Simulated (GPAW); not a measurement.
CSO (R3m), O K edge of atom 2, with 1 C at 1.18 Å (terminal, site symmetry 3m). Method: GPAW, LDA, full core hole (charged cell), 6-atom cell with 5.6 Å between holes, 5×5×5 k points, dipole transitions, Gaussian full width 0.9 eV up to 4 eV, rising linearly to 3.5 eV at 25 eV.

```
S O C
1.0
     3.29399    1.90179    2.02352
    -3.29399    1.90179    2.02352
     0.00000   -3.80357    2.02352
S O C
1 1 1
Direct
  0.54100 0.54100 0.54100
  0.99149 0.99149 0.99149
  0.79770 0.79770 0.79770
```

Energy from the lowest empty level; a common scale on which the isotropic spectrum has a mean of 1 over the first 20 eV.

| E (eV) | curve 1 | curve 2 |
| --- | --- | --- |
| -2.0 | 0.00 | 0.00 |
| -1.5 | 0.00 | 0.00 |
| -1.0 | 0.24 | 0.00 |
| -0.5 | 3.53 | 0.00 |
| 0.0 | 9.53 | 0.00 |
| 0.5 | 4.68 | 0.00 |
| 1.0 | 0.42 | 0.00 |
| 1.5 | 0.01 | 0.13 |
| 2.0 | 0.02 | 1.32 |
| 2.5 | 0.06 | 4.18 |
| 3.0 | 0.10 | 4.45 |
| 3.5 | 0.06 | 1.71 |
| 4.0 | 0.04 | 0.68 |
| 4.5 | 0.07 | 0.67 |
| 5.0 | 0.14 | 0.92 |
| 5.5 | 0.29 | 1.00 |
| 6.0 | 0.46 | 0.84 |
| 6.5 | 0.65 | 0.89 |
| 7.0 | 0.69 | 1.20 |
| 7.5 | 0.50 | 1.61 |
| 8.0 | 0.32 | 1.75 |
| 8.5 | 0.33 | 1.57 |
| 9.0 | 0.48 | 1.61 |
| 9.5 | 0.63 | 1.79 |
| 10.0 | 0.70 | 1.71 |
| 10.5 | 0.70 | 1.54 |
| 11.0 | 0.71 | 1.58 |
| 11.5 | 0.76 | 1.72 |
| 12.0 | 0.86 | 1.85 |
| 12.5 | 0.98 | 1.99 |
| 13.0 | 1.05 | 2.11 |
| 13.5 | 1.02 | 2.12 |
| 14.0 | 0.92 | 2.00 |
| 14.5 | 0.82 | 1.82 |
| 15.0 | 0.74 | 1.70 |
| 15.5 | 0.72 | 1.66 |
| 16.0 | 0.73 | 1.67 |
| 16.5 | 0.75 | 1.67 |
| 17.0 | 0.75 | 1.62 |
| 17.5 | 0.72 | 1.54 |
| 18.0 | 0.67 | 1.44 |
| 18.5 | 0.61 | 1.35 |
| 19.0 | 0.58 | 1.28 |
| 19.5 | 0.58 | 1.22 |
| 20.0 | 0.61 | 1.17 |
| 20.5 | 0.66 | 1.14 |
| 21.0 | 0.70 | 1.12 |
| 21.5 | 0.74 | 1.13 |
| 22.0 | 0.76 | 1.15 |
| 22.5 | 0.78 | 1.16 |
| 23.0 | 0.79 | 1.15 |
| 23.5 | 0.79 | 1.11 |
| 24.0 | 0.80 | 1.06 |
| 24.5 | 0.80 | 0.99 |
| 25.0 | 0.81 | 0.94 |
| 25.5 | 0.82 | 0.91 |
| 26.0 | 0.83 | 0.91 |
| 26.5 | 0.84 | 0.93 |
| 27.0 | 0.85 | 0.97 |
| 27.5 | 0.87 | 1.02 |
| 28.0 | 0.89 | 1.08 |
| 28.5 | 0.91 | 1.14 |
| 29.0 | 0.92 | 1.18 |
| 29.5 | 0.92 | 1.19 |
| 30.0 | 0.90 | 1.16 |
| 30.5 | 0.86 | 1.10 |
| 31.0 | 0.82 | 1.00 |
| 31.5 | 0.77 | 0.90 |
| 32.0 | 0.72 | 0.80 |

Question: The curves are for the electric vector along different Cartesian axes of the cell as given, averaged over the symmetry-equivalent atoms. Which is which?

Curve 1: along x (⊥ c) (the other in-plane axis gives the same curve within 3 %), main maxima 0.0 eV (9.53), 6.8 eV (0.70) and 13.1 eV (1.05). Curve 2: along z (c), main maxima 2.8 eV (4.94), 9.6 eV (1.80) and 13.3 eV (2.13). A K edge sees empty p states on the absorber. Each direction probes the empty orbitals that point along it. The holes are only 5.6 Å apart, so the shape is probably not converged with cell size; no larger cell was run here. The mesh is coarse (0.24 Å⁻¹ between points), so small maxima may be mesh ripples.

[Banner, clock and machine lines of the logs are left out without a mark of their own.]

[Logs are printed without paths, hosts, clocks, repeated set-up lines and the standing remarks that a program may print on its own settings, such as how far it seeks lower states.]

[Hosts, paths, dates, database ids (printed as entryN), source tags and the programs' standing remarks are cut or masked in the printed files.]

[Lists of maxima count a maximum above −3 eV only where it reaches 4 % of the highest in the window and stands out from its surroundings by 2 % of it (1.5 % where it reaches 55 %); shoulders and weaker maxima are passed over, and of the rest the first, up to two pre-edge ones and the few strongest are named.]
